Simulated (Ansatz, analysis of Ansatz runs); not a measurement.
## Reproducing a measured migration barrier: interstitial N in bcc Nb, hop from an octahedral to the next octahedral site

Aim: the migration barrier of interstitial N in bcc Nb, hop from an octahedral to the next octahedral site, to be set beside the measurement. Set-up: PBE, 32-site cell, PBE lattice, 420 eV, k: 4x4x4 Gamma-centred, zero-point energy of the moving atom added. The model is a cell of 32 host atoms with 1 N put in. The barrier is the energy of the highest image of a climbing band over the relaxed site that the atom leaves.

**The experiment.** Migration barrier: 1.67 eV (quoted in “Ab-initio study of the transition pathways for single and double interstitial solute (H, N, O, H-H, N-N, and O-O) within bcc refractory metals (Mo and Nb)”, 2024, H. E. Quarshie et al., quoting earlier work (2007)).

Program: Ansatz 0.2.0. Level of theory: plane-wave PAW DFT, PBE; relaxation of all atoms of a defect supercell. Results are calculated unless marked as measured.

**1. Set-up**

The cell holds 33 atoms: 32 Nb and 1 N. Its edges and angles: a = 9.358 Å, b = 9.358 Å, c = 9.358 Å, α = 60.0°, β = 60.0°, γ = 60.0°. It derives from Nb (space group Im-3m). Nearest the centre at fractional (0.375, 0.375, 0.625): N33 at 0.00 Å, Nb29 at 1.65 Å, Nb7 at 1.65 Å, Nb8 at 2.34 Å, Nb22 at 2.34 Å, Nb14 at 2.34 Å, Nb4 at 2.34 Å, Nb15 at 3.70 Å.

The host's primitive cell comes from a first run (plane-wave PAW DFT, PBE; relaxation of the host's cell and atoms): vectors of 2.865, 2.865 and 2.865 Å. That is 18.11 Å³ an atom, 0.2 % over the diffraction cell's volume. The supercell is built on it.

**2. Relaxation, charge 0**

A barrier counts from a true minimum, so both ends of the jump are relaxed first.

Contents of start/input.yaml:

```yaml
relax:
  f_tol: 0.02
  max_steps: 80
  escape_saddle: false
crystal:
  lattice:
    - [0.0, 6.61676841, 6.61676841]
    - [6.61676841, 0.0, 6.61676841]
    - [6.61676841, 6.61676841, 0.0]
  atoms:
    - { symbol: Nb, position: [0.0, 0.0, 0.0] }
    - { symbol: Nb, position: [0.125, 0.125, 0.125] }
    - { symbol: Nb, position: [0.25, 0.25, 0.25] }
    - { symbol: Nb, position: [0.375, 0.375, 0.375] }
    - { symbol: Nb, position: [0.0, 0.0, 0.5] }
    - { symbol: Nb, position: [0.125, 0.125, 0.625] }
    - { symbol: Nb, position: [0.25, 0.25, 0.75] }
    - { symbol: Nb, position: [0.375, 0.375, 0.875] }
    - { symbol: Nb, position: [0.0, 0.5, 0.0] }
    - { symbol: Nb, position: [0.125, 0.625, 0.125] }
    - { symbol: Nb, position: [0.25, 0.75, 0.25] }
    - { symbol: Nb, position: [0.375, 0.875, 0.375] }
    - { symbol: Nb, position: [0.0, 0.5, 0.5] }
    - { symbol: Nb, position: [0.125, 0.625, 0.625] }
    - { symbol: Nb, position: [0.25, 0.75, 0.75] }
    - { symbol: Nb, position: [0.375, 0.875, 0.875] }
    - { symbol: Nb, position: [0.5, 0.0, 0.0] }
    - { symbol: Nb, position: [0.625, 0.125, 0.125] }
    - { symbol: Nb, position: [0.75, 0.25, 0.25] }
    - { symbol: Nb, position: [0.875, 0.375, 0.375] }
    - { symbol: Nb, position: [0.5, 0.0, 0.5] }
    - { symbol: Nb, position: [0.625, 0.125, 0.625] }
    - { symbol: Nb, position: [0.75, 0.25, 0.75] }
    - { symbol: Nb, position: [0.875, 0.375, 0.875] }
    - { symbol: Nb, position: [0.5, 0.5, 0.0] }
    - { symbol: Nb, position: [0.625, 0.625, 0.125] }
    - { symbol: Nb, position: [0.75, 0.75, 0.25] }
    - { symbol: Nb, position: [0.875, 0.875, 0.375] }
    - { symbol: Nb, position: [0.5, 0.5, 0.5] }
    - { symbol: Nb, position: [0.625, 0.625, 0.625] }
    - { symbol: Nb, position: [0.75, 0.75, 0.75] }
    - { symbol: Nb, position: [0.875, 0.875, 0.875] }
    - { symbol: "N", position: [0.375, 0.375, 0.625] }
basis:
  ecutwfc: 420
  xc_grid: 2
hamiltonian:
  xc: pbe
kpoints:
  mp_grid: { grid: [4, 4, 4] }
scf:
  occupations: { method: methfessel_paxton, width: 0.1 }
  max_iter: 120
output:
  forces: true
checkpoint:
  write: "../start.run"
  compress: false
  write_wavefunctions: true
  write_every: 100000
```

The run is started by

```console
$ ansatz run input.yaml --threads 8 --pin off --max-ram 14131MiB --backend cpu --events-out ev --progress --plain --runs-dir out
```

Numbers of over 12 decimals in the logs are rounded to 6 here.

The program printed:

```text
[... repeated set-up lines and file paths are left out, and long positions are rounded to six places ...]
Engine: ansatz 0.2.0, aarch64-unknown-linux-gnu
Pseudopotentials: kind: paw
Pseudopotential: Nb, paw, valence charge 13, recommended cutoff 420 eV (normal), Nb.paw.azcp
Pseudopotential: N, paw, valence charge 5, recommended cutoff 420 eV (normal), N.paw.azcp
Functional definition: PBE
  parameter kappa = 0.804
  parameter beta = 0.066725
  exchange = pbe_x(kappa = kappa, mu = beta*pi^2/3)
  correlation = pbe_c(beta = beta)
Crystal: 33 atoms, lattice volume = 579.386 Å³
Basis set: ecut = 420 eV, 11311 PW (Γ), exchange–correlation on 128×128×128 points (8 copies of the dense FFT grid, shifted against one another)
Bands: 253, of which v1, the nominal top of the filled ones, is band 211 counted from 1 (210 counted from 0)
Symmetry: 16 space group operations
Space group: I4/mmm (ITA 139), of the structure as read, at distance tolerance 8.3e-5 Å
k-points: 13 of 64
Non-local potential: Nb, projectors of the file, l = 0: 3, l = 1: 2, l = 2: 2, l = 3: 1
Non-local potential: N, projectors of the file, l = 0: 2, l = 1: 2, l = 2: 1
PAW form: soft (Blöchl's): semilocal exchange-correlation on the pseudo side does not see the compensation charge
PAW one-centre angular grid: Nb, 590 points (default); XC on 64 Gauss nodes
PAW one-centre angular grid: N, 110 points (default); XC on 64 Gauss nodes
Initial density: superposition of atomic densities (neutral atoms: chi_scale 0, normalization atom), corrected by the library's trained network
Initial wavefunctions: pseudopotential atomic-orbital guess
Functional: x = pbe(κ = 0.804, μ = 0.219515), c = pbe(β = 0.066725)
SCF iter   1: F=—  HF=-146054.875173 eV  |F-HF|=—  |Δ(HF+E_count)|=         —  Δρ=4.73e-3  dr2=3.06e-1  ethr=1.77e-3  ⟨swp⟩=6.3  Hψ=13735  notcnv=0
preconditioner: auto → Kerker (q_TF=auto, 2.587 Å⁻¹)  [metal: Δε(μ)=0.003 eV  Ē_g=3.839 eV  σ=0.100 eV  W_gap=0.03  n_scr=168 (ndim 8)  ℏωp=19.8 eV  f_vac=0.000  D(μ)=48.81/eV (n_scr^D=560)]
SCF iter   2: F=—  HF=-146054.845344 eV  |F-HF|=—  |Δ(HF+E_count)|=   2.98e-2  S|Δr|=    0.00e0  Δρ=2.60e-3  dr2=7.01e-2  ethr=7.28e-5  ⟨swp⟩=2.0  Hψ=3983  notcnv=0  defer=2
SCF iter   3: F=—  HF=-146054.838630 eV  |F-HF|=—  |Δ(HF+E_count)|=   6.71e-3  S|Δr|=    0.00e0  Δρ=4.76e-4  dr2=1.56e-3  ethr=1.67e-5  ⟨swp⟩=2.0  Hψ=5161  notcnv=0  defer=2
SCF iter   4: F=—  HF=-146054.839771 eV  |F-HF|=—  |Δ(HF+E_count)|=   1.14e-3  S|Δr|=    0.00e0  Δρ=1.71e-4  dr2=1.43e-4  ethr=3.71e-7  ⟨swp⟩=2.2  Hψ=4395  notcnv=0  defer=2
SCF iter   5: F=-146054.839757 eV  HF=-146054.839758 eV  |F-HF|=1.20e-6  |Δ(HF+E_count)|=   1.29e-5  S|Δr|=    0.00e0  Δρ=3.11e-5  dr2=4.80e-6  ethr=2.38e-9  ⟨swp⟩=3.0  Hψ=11705  notcnv=0
SCF 1 converged in 5 iterations: F = -146054.839757 eV  dr2 = 4.80e-6
  greatest PAW one-centre occupation: 0.998 electrons in one spin orbital (limit 2), on the Nb atom at site 28 (counted from 0), in its partial waves of l = 0
relax step   1: F+E_penalty+E_count = -146054.83975707 eV  Δ(F+E_penalty+E_count) = +0.000e0 eV  max|allowed force component| = 1.537e1 eV/Å  Δτ_max = 0.0000 Å  (5 SCF iters, dr2 threshold 1.00e-5 eV, accepted)
[... the SCF cycles and remarks between the steps are left out from here to the last step ...]
relax step   2: F+E_penalty+E_count = -146058.42586551 eV  Δ(F+E_penalty+E_count) = -3.586e0 eV  max|allowed force component| = 4.002e0 eV/Å  Δτ_max = 0.1968 Å  (6 SCF iters, dr2 threshold 1.00e-4 eV, accepted)
relax step   3: F+E_penalty+E_count = -146059.27600089 eV  Δ(F+E_penalty+E_count) = -8.501e-1 eV  max|allowed force component| = 7.695e-1 eV/Å  Δτ_max = 0.1410 Å  (6 SCF iters, dr2 threshold 1.00e-4 eV, accepted)
relax step   4: F+E_penalty+E_count = -146059.43613784 eV  Δ(F+E_penalty+E_count) = -1.601e-1 eV  max|allowed force component| = 6.222e-2 eV/Å  Δτ_max = 0.0558 Å  (5 SCF iters, dr2 threshold 3.70e-5 eV, accepted)
SCF iter   1: F=—  HF=-146059.438365 eV  |F-HF|=—  |Δ(HF+E_count)|=         —  Δρ=8.01e-4  dr2=1.63e-2  ethr=4.48e-5  ⟨swp⟩=4.0  Hψ=6544  notcnv=0  defer=366
SCF iter   2: F=—  HF=-146059.437554 eV  |F-HF|=—  |Δ(HF+E_count)|=   8.11e-4  S|Δr|=    0.00e0  Δρ=4.30e-4  dr2=4.74e-3  ethr=3.87e-6  ⟨swp⟩=1.0  Hψ=3783  notcnv=0  defer=366
SCF iter   3: F=—  HF=-146059.437232 eV  |F-HF|=—  |Δ(HF+E_count)|=   3.22e-4  S|Δr|=    0.00e0  Δρ=6.89e-5  dr2=3.24e-5  ethr=1.12e-6  ⟨swp⟩=2.0  Hψ=3663  notcnv=0  defer=366
SCF iter   4: F=—  HF=-146059.438489 eV  |F-HF|=—  |Δ(HF+E_count)|=   1.26e-3  S|Δr|=    0.00e0  Δρ=1.86e-5  dr2=5.86e-6  ethr=7.69e-9  ⟨swp⟩=2.7  Hψ=5405  notcnv=0  defer=366
SCF iter   5: F=—  HF=-146059.438489 eV  |F-HF|=—  |Δ(HF+E_count)|=   4.41e-7  S|Δr|=    0.00e0  Δρ=4.38e-6  dr2=2.34e-7  ethr=1.39e-9  ⟨swp⟩=2.0  Hψ=3994  notcnv=0  defer=366
SCF iter   6: F=-146059.438489 eV  HF=-146059.438489 eV  |F-HF|=6.98e-9  |Δ(HF+E_count)|=   2.88e-8  S|Δr|=    0.00e0  Δρ=1.36e-6  dr2=1.26e-8  ethr=2.38e-11  ⟨swp⟩=4.8  Hψ=10434  notcnv=0
SCF 5 converged in 6 iterations: F = -146059.438489 eV  dr2 = 1.26e-8
relax step   5: F+E_penalty+E_count = -146059.43848882 eV  Δ(F+E_penalty+E_count) = -2.351e-3 eV  max|allowed force component| = 1.524e-2 eV/Å  Δτ_max = 0.0082 Å  (6 SCF iters, accepted)
NSCF: frozen V_eff on 13 k-points
the search or the solves at the SCF's close seem to have found levels that the self-consistency loop had missed (the run counts 1). By its estimate they hold under 1e-12 electrons; where the run keeps them, the occupations were computed again with them
SCF converged after 6 iterations
Stability not checked: this state was not tested for a lower state beside it, because cold or Methfessel-Paxton smearing, or corrected tetrahedra, fill the levels in a way that the test cannot read (fill_not_monotonic; see scf.lower_state_search)
Free energy (F): -146059.438489 eV
Harris-Foulkes:  -146059.438489 eV  (|F-HF|=6.98e-9)
Internal energy: -146059.450323 eV  (E = F + TS)
E sigma→0 (E₀):  -146059.441447 eV
Entropy (-TS):   0.011835 eV (0.359 meV/atom)
Fermi energy:    17.880629 eV
--- Per-component energies (eV) ---
  E_band       = -2106.924026
  E_kinetic    = 12786.641425
  E_local      = -22363.765035  (includes V_loc(G=0)·N_el)
  E_nonlocal   = 3880.763410
  E_hartree    = 6979.819439
  E_xc         = -5688.006001
  E_vxc        = -6905.206811  (∫ρ·V_xc dr)
  E_paw        = -98476.815208  (= ΣΔE_a)
  E_vpaw       = -3464.995790  (= ΣTr[D̂ρ^β])
  E_aug_tail   = 0.000293  (compensation charges beyond the density's cutoff)
  E_ewald      = -43178.088646
  E_smearing   = 0.011835  (= −TS)
  E_closure    = 0.000000  (closes the sum)
  Σ components = -146059.438489   (vs F -146059.438489, Δ=0.00e0)
--- Forces (eV/Å), atoms counted from 1 ---
  atom   1  Nb     0.00000000     0.00000000    -0.00523897
  atom   2  Nb     0.00042277     0.00042277     0.00349187
  atom   3  Nb     0.00000000    -0.00000000     0.00631726
  atom   4  Nb    -0.01524289    -0.01524289     0.00000000
  atom   5  Nb     0.00000000    -0.00000000    -0.00631726
  atom   6  Nb    -0.00042277    -0.00042277     0.00349187
  atom   7  Nb     0.00000000     0.00000000    -0.01487309
  atom   8  Nb     0.01524289     0.01524289    -0.00000000
  atom   9  Nb    -0.00257646     0.00000000    -0.00824560
  atom  10  Nb     0.00691797    -0.00691797     0.00000000
  atom  11  Nb     0.00000000     0.00257646     0.00824560
  atom  12  Nb     0.00042277    -0.00042277    -0.00349187
  atom  13  Nb     0.00000000     0.00257646    -0.00824560
  atom  14  Nb     0.01524289    -0.01524289     0.00000000
  atom  15  Nb    -0.00257646     0.00000000     0.00824560
  atom  16  Nb    -0.00042277     0.00042277     0.00349187
  atom  17  Nb     0.00000000    -0.00257646    -0.00824560
  atom  18  Nb    -0.00691797     0.00691797     0.00000000
  atom  19  Nb     0.00257646     0.00000000     0.00824560
  atom  20  Nb    -0.00042277     0.00042277    -0.00349187
  atom  21  Nb     0.00257646     0.00000000    -0.00824560
  atom  22  Nb    -0.01524289     0.01524289     0.00000000
  atom  23  Nb     0.00000000    -0.00257646     0.00824560
  atom  24  Nb     0.00042277    -0.00042277     0.00349187
  atom  25  Nb     0.00000000    -0.00000000    -0.00631726
  atom  26  Nb    -0.00042277    -0.00042277    -0.00349187
  atom  27  Nb     0.00000000     0.00000000     0.00523897
  atom  28  Nb    -0.00691797    -0.00691797     0.00000000
  atom  29  Nb     0.00000000     0.00000000     0.01487309
  atom  30  Nb     0.00042277     0.00042277    -0.00349187
  atom  31  Nb     0.00000000    -0.00000000     0.00631726
  atom  32  Nb     0.00691797     0.00691797     0.00000000
  atom  33  N     -0.00000000     0.00000000    -0.00000000
  max |Σ_I F_I| component: 3.47e-18 eV/Å
--- Band table (eV; the first three rows and the last of 13) ---
  k-point 0: bands = ["-36.6310", "-36.5769", "-36.5769", "-36.5510", [... 245 left out ...] "21.0749", "21.0860", "21.0998", "21.1291"]
  k-point 1: bands = ["-36.6268", "-36.5801", "-36.5770", "-36.5500", [... 245 left out ...] "20.9418", "20.9949", "20.9949", "21.0627"]
  [... further k-points left out ...]
--- Relaxed structure (5 steps of the walk, 5 accepted, 0 SCFs on fresh bases) ---
  F+E_penalty+E_count = -146059.43848882 eV   max|allowed force component| = 1.524e-2 eV/Å
  atoms:
    - { symbol: Nb, position: [-0.010491, -0.010491, 0.010491] }
    - { symbol: Nb, position: [0.118486, 0.118486, 0.136108] }
    - { symbol: Nb, position: [0.249993, 0.249993, 0.250007] }
    - { symbol: Nb, position: [0.375, 0.375, 0.388514] }
    - { symbol: Nb, position: [6.9934351697209206e-6, 6.9934351697209206e-6, 0.499993] }
    - { symbol: Nb, position: [0.118486, 0.118486, 0.626921] }
    - { symbol: Nb, position: [0.220125, 0.220125, 0.779875] }
    - { symbol: Nb, position: [0.375, 0.375, 0.861486] }
    - { symbol: Nb, position: [0.001370, 0.498540, -0.001370] }
    - { symbol: Nb, position: [0.133608, 0.616392, 0.125] }
    - { symbol: Nb, position: [0.251460, 0.748630, 0.251370] }
    - { symbol: Nb, position: [0.376921, 0.886108, 0.368486] }
    - { symbol: Nb, position: [0.001370, 0.498540, 0.501460] }
    - { symbol: Nb, position: [0.138514, 0.611486, 0.625] }
    - { symbol: Nb, position: [0.251460, 0.748630, 0.748540] }
    - { symbol: Nb, position: [0.373079, 0.863892, 0.881514] }
    - { symbol: Nb, position: [0.498540, 0.001370, -0.001370] }
    - { symbol: Nb, position: [0.616392, 0.133608, 0.125] }
    - { symbol: Nb, position: [0.748630, 0.251460, 0.251370] }
    - { symbol: Nb, position: [0.886108, 0.376921, 0.368486] }
    - { symbol: Nb, position: [0.498540, 0.001370, 0.501460] }
    - { symbol: Nb, position: [0.611486, 0.138514, 0.625] }
    - { symbol: Nb, position: [0.748630, 0.251460, 0.748540] }
    - { symbol: Nb, position: [0.863892, 0.373079, 0.881514] }
    - { symbol: Nb, position: [0.500007, 0.500007, -6.993435169633244e-6] }
    - { symbol: Nb, position: [0.631514, 0.631514, 0.113892] }
    - { symbol: Nb, position: [0.760491, 0.760491, 0.239509] }
    - { symbol: Nb, position: [0.875, 0.875, 0.383608] }
    - { symbol: Nb, position: [0.529875, 0.529875, 0.470125] }
    - { symbol: Nb, position: [0.631514, 0.631514, 0.623079] }
    - { symbol: Nb, position: [0.749993, 0.749993, 0.750007] }
    - { symbol: Nb, position: [0.875, 0.875, 0.866392] }
    - { symbol: N, position: [0.375, 0.375, 0.625000] }
```

It took 90 s on 8 threads of Arm Neoverse V2, shared host; peak memory 6 GiB; 12 min of CPU time.

Relaxation path:

```csv
step,energy less that of the first step (eV),largest force component (eV/Å)
1,0.0000,15.3656
2,-3.5861,4.0016
3,-4.4362,0.7695
4,-4.5964,0.0622
5,-4.5987,0.0152
```

The run keeps the 16 symmetry operations that it works with, so distortions that break them were not tested.

The atoms that moved most (Å):

```csv
atom,dx,dy,dz,length
Nb7,0.000,0.000,-0.395,0.395
Nb29,0.000,0.000,0.395,0.395
Nb27,0.000,0.000,0.139,0.139
Nb1,0.000,0.000,-0.139,0.139
Nb4,0.089,0.089,0.000,0.126
Nb22,0.089,-0.089,0.000,0.126
Nb14,-0.089,0.089,0.000,0.126
Nb8,-0.089,-0.089,0.000,0.126
```

Neighbours of N33 at the end:

```csv
atom,distance (Å)
Nb7,2.050
Nb29,2.050
Nb8,2.213
Nb22,2.213
Nb14,2.213
Nb4,2.213
Nb9,3.682
Nb17,3.682
Nb21,3.682
Nb11,3.682
Nb13,3.682
Nb19,3.682
Nb23,3.682
Nb15,3.682
```

Read from the output:

```yaml
free_energy: -146059.4385 eV
smearing_term_ts: -0.01183 eV
```

The series, run alike:

```csv
run,outcome,energy less the first (eV),moment (μB),time
"relaxation, charge 0",converged,0.0000,0.00,90 s
"relaxation, charge 0",converged,0.0000,0.00,90 s
```

The relaxation ends 139 meV an atom lower, with a largest force component of 0.015 eV/Å.

(Continued in part 2 of 3.)

[Logs are printed without paths, hosts, clocks, repeated set-up lines and the standing remarks that a program may print on its own settings, such as how far it seeks lower states.]

[Hosts, paths, dates, database ids (printed as entryN), source tags and the programs' standing remarks are cut or masked in the printed files.]

[For some hosts the program warned that the k-mesh of the response run may be too coarse for force constants and the static dielectric constant; such warnings are not shown here.]
